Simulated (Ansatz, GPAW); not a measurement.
## A 4-layer slab of Sr(110): simulated STM images

Aim: Tersoff-Hamann images of a 4-layer slab of Sr(110) at several biases.

Program: GPAW 26.7.0 and Ansatz 0.2.0. Level of theory: Ansatz plane waves; slab in vacuum with a dipole correction, relaxation, in the first sound run; inputs show where later runs differ. Results are calculated unless marked as measured.

## Step 1: Starting point

The cell holds 4 atoms: 4 Sr. Its edges and angles: a = 6.080 Å, b = 4.299 Å, c = 22.449 Å, α = 90.0°, β = 90.0°, γ = 90.0°. Vacuum lies along c.

## Step 2: Relaxation

Forces are removed first; all later runs use this geometry. The lowest 2 atoms are held at bulk positions and keep their forces.

input.yaml reads:

```yaml
crystal:
  lattice:
    - [6.08, 0.0, 0.0]
    - [0.0, 4.2992092296, 0.0]
    - [0.0, 0.0, 22.4488138444]
  atoms:
    - { symbol: Sr, position: [0.5, 0.5, 0.3563662675] }
    - { symbol: Sr, position: [0.0, 0.0, 0.4521220892] }
    - { symbol: Sr, position: [0.5, 0.5, 0.5478779108] }
    - { symbol: Sr, position: [0.0, 0.0, 0.6436337325] }
kpoints:
  mp_grid: { grid: [5, 7, 1] }
hamiltonian:
  xc: pbe
scf:
  occupations: { method: fermi_dirac, width: 0.1 }
efield:
  axis: 3
  dipole_correction: true
  ramp_width: 0.05
relax:
  f_tol: 0.02
  max_steps: 60
  constraints: [{ sites: [0, 1] }]
output:
  write_potential: true
  write_density: true
  volumetric_format: npy
```

Started as:

```sh
$ ansatz run input.yaml --threads 4 --pin off --max-ram 8192MiB --backend cpu --events-out ev --progress --plain --runs-dir out
```

Numbers of over 12 decimals in the logs are rounded to 6 here.

Output:

```text
Engine: ansatz 0.2.0, x86_64-unknown-linux-gnu
Pseudopotentials: kind: paw
Pseudopotential: Sr, paw, valence charge 10, recommended cutoff 420 eV (normal), Sr.paw.azcp
Functional definition: PBE
  parameter kappa = 0.804
  parameter beta = 0.066725
  exchange = pbe_x(kappa = kappa, mu = beta*pi^2/3)
  correlation = pbe_c(beta = beta)
Crystal: 4 atoms, lattice volume = 586.794 Å³
Basis set: ecut = 420 eV, 11505 PW (Γ), exchange–correlation on 90×60×320 points (8 copies of the dense FFT grid, shifted against one another)
Bands: 24, of which v1, the nominal top of the filled ones, is band 20 counted from 1 (19 counted from 0)
Symmetry: 4 space group operations
k-points: 12 of 35
Non-local potential: Sr, projectors of the file, l = 0: 3, l = 1: 2, l = 2: 2
PAW form: soft (Blöchl's): semilocal exchange-correlation on the pseudo side does not see the compensation charge
PAW one-centre angular grid: Sr, 110 points (default); XC on 64 Gauss nodes
Initial density: superposition of atomic densities (neutral atoms: chi_scale 0, normalization atom), corrected by the library's trained network
Initial wavefunctions: pseudopotential atomic-orbital guess
Functional: x = pbe(κ = 0.804, μ = 0.219515), c = pbe(β = 0.066725)
SCF iter   1: F=—  HF=-14175.690820 eV  |F-HF|=—  |Δ(HF+E_count)|=         —  Δρ=1.47e-3  dr2=2.51e-1  ethr=1.77e-3  p=0.000 e·Å  D=3.13e-14 V/Å  ΔV_dip=-0.00 eV  dr2_dipole=9.28e-12  V_vac-E_F(+/−)=2.30/2.30 eV  ⟨swp⟩=13.9  Hψ=4474  notcnv=0
efield: sawtooth ramp at fractional position 0.9750 (placed from the atoms, in the widest stretch of the axis that holds none; the zero of the levels goes with the place), width 0.0500; the density the first Hamiltonian is built on has a dipole p = 0.000 e·Å; the dipole correction subtracts the counter field D = 3.13e-14 V/Å, which shifts the + side's vacuum level by -0.00 eV against the − side's; the planar-averaged density in the ramp window peaks in size at 3.0e-6 e/Å³
automatic band count: the SCF goes on with 28 bands, as 24 were too few: the levels above may hold too much charge
preconditioner: auto → LDOS  [metal: Δε(μ)=0.057 eV  Ē_g=2.011 eV  σ=0.100 eV  W_gap=0.14  n_scr=48 (ndim 8)  ℏωp=4.3 eV  f_vac=0.504  D(μ)=5.49/eV (n_scr^D=18)  β→1.0]
SCF iter   2: F=—  HF=-14175.669276 eV  |F-HF|=—  |Δ(HF+E_count)|=   2.15e-2  Δρ=5.21e-4  dr2=4.08e-3  ethr=6.27e-4  p=-0.000 e·Å  D=-2.12e-5 V/Å  ΔV_dip=0.00 eV  dr2_dipole=1.05e-7  V_vac-E_F(+/−)=2.51/2.51 eV  ⟨swp⟩=2.8  Hψ=476  notcnv=0
SCF iter   3: F=—  HF=-14175.670538 eV  |F-HF|=—  |Δ(HF+E_count)|=   1.26e-3  Δρ=2.67e-4  dr2=1.57e-3  ethr=1.02e-5  p=0.000 e·Å  D=1.84e-5 V/Å  ΔV_dip=-0.00 eV  dr2_dipole=1.54e-7  V_vac-E_F(+/−)=2.53/2.53 eV  ⟨swp⟩=2.3  Hψ=602  notcnv=0
SCF iter   4: F=—  HF=-14175.670498 eV  |F-HF|=—  |Δ(HF+E_count)|=   4.00e-5  Δρ=9.28e-5  dr2=1.91e-4  ethr=3.93e-6  p=-0.000 e·Å  D=-1.60e-6 V/Å  ΔV_dip=0.00 eV  dr2_dipole=5.11e-8  V_vac-E_F(+/−)=2.55/2.55 eV  ⟨swp⟩=2.0  Hψ=523  notcnv=0
SCF iter   5: F=—  HF=-14175.670523 eV  |F-HF|=—  |Δ(HF+E_count)|=   2.52e-5  Δρ=2.63e-5  dr2=2.31e-5  ethr=4.77e-7  p=0.000 e·Å  D=7.71e-7 V/Å  ΔV_dip=-0.00 eV  dr2_dipole=8.86e-10  V_vac-E_F(+/−)=2.56/2.56 eV  ⟨swp⟩=2.2  Hψ=455  notcnv=0
SCF iter   6: F=-14175.670532 eV  HF=-14175.670532 eV  |F-HF|=2.72e-7  |Δ(HF+E_count)|=   8.53e-6  Δρ=7.67e-6  dr2=1.50e-6  ethr=2.50e-8  p=-0.000 e·Å  D=-2.99e-6 V/Å  ΔV_dip=0.00 eV  dr2_dipole=5.21e-9  V_vac-E_F(+/−)=2.56/2.56 eV  ⟨swp⟩=13.7  Hψ=3322  notcnv=0
SCF 1 converged in 6 iterations: F = -14175.670532 eV  dr2 = 1.50e-6
  Residual-converged pass: ⟨swp⟩=1.1  Hψ=385  notcnv=0  max |occ|·‖R‖ = 7.0e-9 eV (tolerance 1.0e-8 eV)  dr2=1.50e-6  dr2_onsite=1.90e-8  max |Δocc| = 1.5e-10
  greatest PAW one-centre occupation: 0.988 electrons in one spin orbital (limit 2), on the Sr atom at site 0 (counted from 0), in its partial waves of l = 0
relax step   1: F+E_penalty+E_count = -14175.67053153 eV  Δ(F+E_penalty+E_count) = +0.000e0 eV  max|allowed force component| = 8.457e-2 eV/Å  Δτ_max = 0.0000 Å  (6 SCF iters, dr2 threshold 1.00e-5 eV, accepted)
Bands: 28, of which v1, the nominal top of the filled ones, is band 20 counted from 1 (19 counted from 0)
Initial density: handed on by an earlier stage of this run
Initial wavefunctions: those handed on with the density
iter 1 solved again at ethr=5.72e-5 eV; its pass at ethr=3.10e-3 eV (dr2=2.29e-2 eV) is discarded
SCF iter   1: F=—  HF=-14175.678236 eV  |F-HF|=—  |Δ(HF+E_count)|=         —  Δρ=4.32e-4  dr2=1.47e-2  ethr=5.72e-5  p=-0.000 e·Å  D=-3.02e-6 V/Å  ΔV_dip=0.00 eV  dr2_dipole=3.13e-3  V_vac-E_F(+/−)=2.57/2.57 eV  ⟨swp⟩=2.0  Hψ=1202  notcnv=0
efield: sawtooth ramp at fractional position 0.9750 (handed on by an earlier solve), width 0.0500; the density the first Hamiltonian is built on has a dipole p = -0.000 e·Å; the dipole correction subtracts the counter field D = -3.02e-6 V/Å, which shifts the + side's vacuum level by +0.00 eV against the − side's; the planar-averaged density in the ramp window peaks in size at 3.1e-6 e/Å³
preconditioner: auto → LDOS  [metal: Δε(μ)=0.116 eV  Ē_g=2.056 eV  σ=0.100 eV  W_gap=0.27  n_scr=48 (ndim 8)  ℏωp=4.3 eV  f_vac=0.503  D(μ)=5.39/eV (n_scr^D=18)  β→1.0]
SCF iter   2: F=—  HF=-14175.677238 eV  |F-HF|=—  |Δ(HF+E_count)|=   9.98e-4  Δρ=1.22e-4  dr2=6.31e-4  ethr=3.67e-5  p=0.003 e·Å  D=9.19e-4 V/Å  ΔV_dip=-0.02 eV  dr2_dipole=2.62e-4  V_vac-E_F(+/−)=2.54/2.56 eV  ⟨swp⟩=1.4  Hψ=347  notcnv=0
SCF iter   3: F=—  HF=-14175.677262 eV  |F-HF|=—  |Δ(HF+E_count)|=   2.40e-5  Δρ=5.05e-5  dr2=4.94e-5  ethr=1.58e-6  p=0.001 e·Å  D=2.76e-4 V/Å  ΔV_dip=-0.01 eV  dr2_dipole=1.40e-6  V_vac-E_F(+/−)=2.56/2.56 eV  ⟨swp⟩=2.0  Hψ=535  notcnv=0
SCF iter   4: F=—  HF=-14175.677148 eV  |F-HF|=—  |Δ(HF+E_count)|=   1.14e-4  Δρ=2.85e-5  dr2=8.89e-6  ethr=1.24e-7  p=0.000 e·Å  D=9.68e-5 V/Å  ΔV_dip=-0.00 eV  dr2_dipole=4.63e-8  V_vac-E_F(+/−)=2.56/2.56 eV  ⟨swp⟩=2.1  Hψ=567  notcnv=0
SCF iter   5: F=-14175.677147 eV  HF=-14175.677147 eV  |F-HF|=3.80e-8  |Δ(HF+E_count)|=   1.23e-6  Δρ=4.46e-6  dr2=2.69e-7  ethr=1.12e-9  p=0.000 e·Å  D=6.80e-6 V/Å  ΔV_dip=-0.00 eV  dr2_dipole=5.24e-13  V_vac-E_F(+/−)=2.56/2.56 eV  ⟨swp⟩=11.5  Hψ=3346  notcnv=0
SCF 2 converged in 5 iterations: F = -14175.677147 eV  dr2 = 2.69e-7
  greatest PAW one-centre occupation: 0.988 electrons in one spin orbital (limit 2), on the Sr atom at site 3 (counted from 0), in its partial waves of l = 0
relax step   2: F+E_penalty+E_count = -14175.67714666 eV  Δ(F+E_penalty+E_count) = -6.615e-3 eV  max|allowed force component| = 5.510e-2 eV/Å  Δτ_max = 0.0540 Å  (5 SCF iters, dr2 threshold 4.47e-7 eV, accepted)
SCF iter   1: F=—  HF=-14175.683018 eV  |F-HF|=—  |Δ(HF+E_count)|=         —  Δρ=9.00e-4  dr2=8.79e-2  ethr=1.56e-3  p=0.000 e·Å  D=6.76e-6 V/Å  ΔV_dip=-0.00 eV  dr2_dipole=3.12e-2  V_vac-E_F(+/−)=2.58/2.58 eV  ⟨swp⟩=6.2  Hψ=1230  notcnv=0
efield: sawtooth ramp at fractional position 0.9750 (handed on by an earlier solve), width 0.0500; the density the first Hamiltonian is built on has a dipole p = 0.000 e·Å; the dipole correction subtracts the counter field D = 6.76e-6 V/Å, which shifts the + side's vacuum level by -0.00 eV against the − side's; the planar-averaged density in the ramp window peaks in size at 3.1e-6 e/Å³
preconditioner: auto → LDOS  [metal: Δε(μ)=0.124 eV  Ē_g=2.069 eV  σ=0.100 eV  W_gap=0.29  n_scr=48 (ndim 8)  ℏωp=4.3 eV  f_vac=0.509  D(μ)=5.27/eV (n_scr^D=18)  β→1.0]
SCF iter   2: F=—  HF=-14175.682797 eV  |F-HF|=—  |Δ(HF+E_count)|=   2.20e-4  Δρ=3.88e-4  dr2=3.07e-2  ethr=2.20e-4  p=0.009 e·Å  D=2.81e-3 V/Å  ΔV_dip=-0.06 eV  dr2_dipole=1.63e-2  V_vac-E_F(+/−)=2.53/2.59 eV  ⟨swp⟩=1.2  Hψ=434  notcnv=0
SCF iter   3: F=—  HF=-14175.681920 eV  |F-HF|=—  |Δ(HF+E_count)|=   8.77e-4  Δρ=1.19e-4  dr2=7.81e-4  ethr=7.68e-5  p=0.002 e·Å  D=6.74e-4 V/Å  ΔV_dip=-0.02 eV  dr2_dipole=2.09e-4  V_vac-E_F(+/−)=2.55/2.57 eV  ⟨swp⟩=1.0  Hψ=336  notcnv=0
SCF iter   4: F=—  HF=-14175.682041 eV  |F-HF|=—  |Δ(HF+E_count)|=   1.21e-4  Δρ=5.77e-5  dr2=8.39e-5  ethr=1.95e-6  p=0.000 e·Å  D=5.46e-5 V/Å  ΔV_dip=-0.00 eV  dr2_dipole=1.18e-5  V_vac-E_F(+/−)=2.56/2.56 eV  ⟨swp⟩=2.0  Hψ=394  notcnv=0
SCF iter   5: F=—  HF=-14175.681907 eV  |F-HF|=—  |Δ(HF+E_count)|=   1.34e-4  Δρ=1.91e-5  dr2=1.72e-5  ethr=2.10e-7  p=-0.000 e·Å  D=-3.84e-6 V/Å  ΔV_dip=0.00 eV  dr2_dipole=4.95e-6  V_vac-E_F(+/−)=2.56/2.56 eV  ⟨swp⟩=2.0  Hψ=480  notcnv=0
SCF iter   6: F=—  HF=-14175.681908 eV  |F-HF|=—  |Δ(HF+E_count)|=   1.25e-6  Δρ=6.06e-6  dr2=9.68e-7  ethr=4.29e-8  p=-0.000 e·Å  D=-7.17e-5 V/Å  ΔV_dip=0.00 eV  dr2_dipole=3.01e-7  V_vac-E_F(+/−)=2.56/2.56 eV  ⟨swp⟩=2.0  Hψ=390  notcnv=0
SCF iter   7: F=-14175.681908 eV  HF=-14175.681908 eV  |F-HF|=5.02e-8  |Δ(HF+E_count)|=   5.41e-8  Δρ=1.54e-6  dr2=5.50e-8  ethr=2.50e-10  p=-0.000 e·Å  D=-8.67e-5 V/Å  ΔV_dip=0.00 eV  dr2_dipole=2.28e-8  V_vac-E_F(+/−)=2.56/2.56 eV  ⟨swp⟩=12.1  Hψ=2909  notcnv=0
SCF 3 converged in 7 iterations: F = -14175.681908 eV  dr2 = 5.50e-8
relax step   3: F+E_penalty+E_count = -14175.68190820 eV  Δ(F+E_penalty+E_count) = -4.762e-3 eV  max|allowed force component| = 9.877e-3 eV/Å  Δτ_max = 0.1144 Å  (7 SCF iters, accepted)
NSCF: frozen V_eff on 12 k-points
the band table was solved once a step of the walk had ended and its energy, with any forces and stress, was formed, with the checks that follow a solve (2207 applications of the Hamiltonian). They found nothing against the state; the energy, forces and stress were not computed again (output.eigenvalues in the input reference)
WARN: The output density's exchange-correlation potential varies sharply where the density is thin. Do not read a vacuum level from v_tot or v_xc, or from such a field of the output density. On a cell that repeats whose density bears no net charge and no dipole along the vacuum's axis use v_es (v_loc + v_h of the components); under efield.dipole_correction with no amplitude use v_es + v_field, which holds any externa [...]
SCF converged after 7 iterations
Free energy (F): -14175.681908 eV
Harris-Foulkes:  -14175.681908 eV  (|F-HF|=5.02e-8)
Internal energy: -14175.499311 eV  (E = F + TS)
E sigma→0 (E₀):  -14175.590610 eV
Entropy (-TS):   -0.182597 eV (-45.649 meV/atom)
Fermi energy:    0.402295 eV
Dipole field:    D = -0.000205 V/Å  (p = -0.000666 e·Å, saw-weighted, corrected)
Work function:   Φ+ = 2.5657 eV   Φ− = 2.5611 eV
Levels:          The Fermi level and band energies are counted from a zero that moves with the ramp; work functions are not
--- Per-component energies (eV) ---
  E_band       = -741.466629
  E_kinetic    = 962.230439
  E_local      = -11484.366455  (includes V_loc(G=0)·N_el)
  E_nonlocal   = 812.057059
  E_hartree    = 4882.708915
  E_xc         = -682.592756
  E_vxc        = -633.888054  (∫ρ·V_xc dr)
  E_paw        = -10778.918831  (= ΣΔE_a)
  E_vpaw       = -162.913337  (= ΣTr[D̂ρ^β])
  E_aug_tail   = -0.000005  (compensation charges beyond the density's cutoff)
  E_efield     = 0.000000  (sawtooth field / dipole correction)
  E_vefield    = -0.000631  (∫n·V_field dr)
  E_ewald      = 2113.382323
  E_smearing   = -0.182597  (= −TS)
  E_closure    = -0.000000  (closes the sum)
  Σ components = -14175.681908   (vs F -14175.681908, Δ=0.00e0)
--- Forces (eV/Å), atoms counted from 1 ---
  atom   1  Sr     0.00000000    -0.00000000     0.01742436
  atom   2  Sr     0.00000000    -0.00000000    -0.03463290
  atom   3  Sr    -0.00000000    -0.00000000     0.00737713
  atom   4  Sr    -0.00000000     0.00000000     0.00987683
  max |Σ_I F_I| component: 4.54e-5 eV/Å
--- Band table (eV; the first three rows and the last of 12) ---
  k-point 0: bands = [... 16 lower, -2.8756, -1.8619, -0.5529, 0.0828, 0.5113, 0.9118, 1.1855, 1.2811, ... 4 higher]
  k-point 1: bands = [... 16 lower, -2.6646, -1.6638, -0.3777, 0.2475, 0.6232, 0.9749, 1.1089, 1.1956, ... 4 higher]
  k-point 2: bands = [... 16 lower, -2.0696, -1.1260, 0.0078, 0.4392, 0.8101, 0.9571, 1.0142, 1.0266, ... 4 higher]
  k-point 11: bands = [... 16 lower, -0.7078, -0.2780, 0.1679, 0.4595, 0.5588, 0.6272, 0.9075, 0.9784, ... 4 higher]
--- Relaxed structure (3 steps of the walk, 3 accepted, 0 SCFs on fresh bases) ---
  F+E_penalty+E_count = -14175.68190820 eV   max|allowed force component| = 9.877e-3 eV/Å
  atoms:
    - { symbol: Sr, position: [0.500000, 0.5, 0.356366] }
    - { symbol: Sr, position: [0.0, 0.0, 0.452122] }
    - { symbol: Sr, position: [0.500000, 0.5, 0.541685] }
    - { symbol: Sr, position: [0, 0, 0.636130] }
```

Elapsed: 9.1 s, on 4 threads of Intel Xeon Platinum 8488C (Sapphire Rapids), shared host; peak memory 0.88 GiB.

Relaxation path:

| step | energy less that of the first step (eV) | largest force component (eV/Å) |
| --- | --- | --- |
| 1 | 0.0000 | 0.0846 |
| 2 | -0.0066 | 0.0551 |
| 3 | -0.0114 | 0.0099 |

Forces are held to the 4 operations that the run works with; a distortion that breaks them can't arise in this run.

The atoms that moved most (Å):

| atom | dx | dy | dz | length |
| --- | --- | --- | --- | --- |
| Sr4 | 0.000 | 0.000 | -0.168 | 0.168 |
| Sr3 | 0.000 | 0.000 | -0.139 | 0.139 |

The relaxed structure:

```xyz
4
Lattice="6.0800 0.0000 0.0000 0.0000 4.2992 0.0000 0.0000 0.0000 22.4488" Properties=species:S:1:pos:R:3
Sr    3.0400    2.1496    8.0000
Sr    0.0000    0.0000   10.1496
Sr    3.0400    2.1496   12.1602
Sr    0.0000    0.0000   14.2804
```

This step gave:

| Property | Result |
| --- | --- |
| free energy | -14175.6819 eV |
| smearing term TS | 0.1826 eV |
| symmetry operations | 4 |
| upper work function | 2.566 eV |
| lower work function | 2.561 eV |
| dipole along the normal | -6.66e-4 e·Å |
| dipole field | -2.05e-4 V/Å |
| vacuum level above | 2.968 eV |
| vacuum level below | 2.963 eV |

The electrostatic potential energy of an electron (with the applied field's), less the Fermi level, planar mean oscillates, so the rows of the table below give means over windows of 1 Å about each position, cut where the curve ends. Its maxima inside the range that stand out by 2 % of the span (Å: eV): 9.1: -0.939, 11.2: -1.33, 13.2: -1.04. Its minima: 8.0: -8.19, 10.1: -7.87, 12.2: -7.88, 14.3: -8.17.

Electrostatic potential energy of an electron (with the applied field's), less the Fermi level, planar mean against z; means over each step:

z (Å), electrostatic potential energy of an electron (with the applied field's), less the Fermi level, planar mean (eV) and a bar from the least value:
```
        0       2.56 ##############################
        1       2.56 ##############################
        2       2.56 ##############################
        3       2.56 ##############################
        4       2.55 ##############################
        5       2.46 ##############################
        6       2.02 ############################
        7      -0.29 #####################
        8      -6.53 
        9      -1.77 ################
       10      -6.10 #
       11      -2.43 ##############
       12      -6.14 #
       13      -2.22 ##############
       14      -5.82 ##
       15      -2.15 ##############
       16       1.72 ###########################
       17       2.40 #############################
       18       2.54 ##############################
       19       2.56 ##############################
       20       2.56 ##############################
       21       2.56 ##############################
       22       2.56 ##############################
```

The valence density, planar mean oscillates, so the rows of the table below give means over windows of 2.1 Å about each position, cut where the curve ends. Its maxima inside the range that stand out by 2 % of the span (Å: e/Å³): 8.0: 0.258, 10.1: 0.268, 12.2: 0.268, 14.3: 0.258. Its minima: 9.1: 0.0777, 11.2: 0.0940, 13.2: 0.0803.

Valence density, planar mean against z; means over each step:

| z (Å) | valence density, planar mean (e/Å³) |
| --- | --- |
| 1.05 | 2.2e-6 |
| 3.15 | 9.9e-5 |
| 5.25 | 0.00321 |
| 7.35 | 0.136 |
| 9.45 | 0.178 |
| 11.55 | 0.191 |
| 13.65 | 0.177 |
| 15.75 | 0.0427 |
| 17.85 | 9.0e-4 |
| 19.95 | 2.2e-5 |

The relaxation lowered the energy of the cell by 0.0114 eV.

[end of part 1 of 4]

[Logs are printed without paths, hosts, clocks, repeated set-up lines and the standing remarks that a program may print on its own settings, such as how far it seeks lower states.]

[Hosts, paths, dates, database ids (printed as entryN), source tags and the programs' standing remarks are cut or masked in the printed files.]
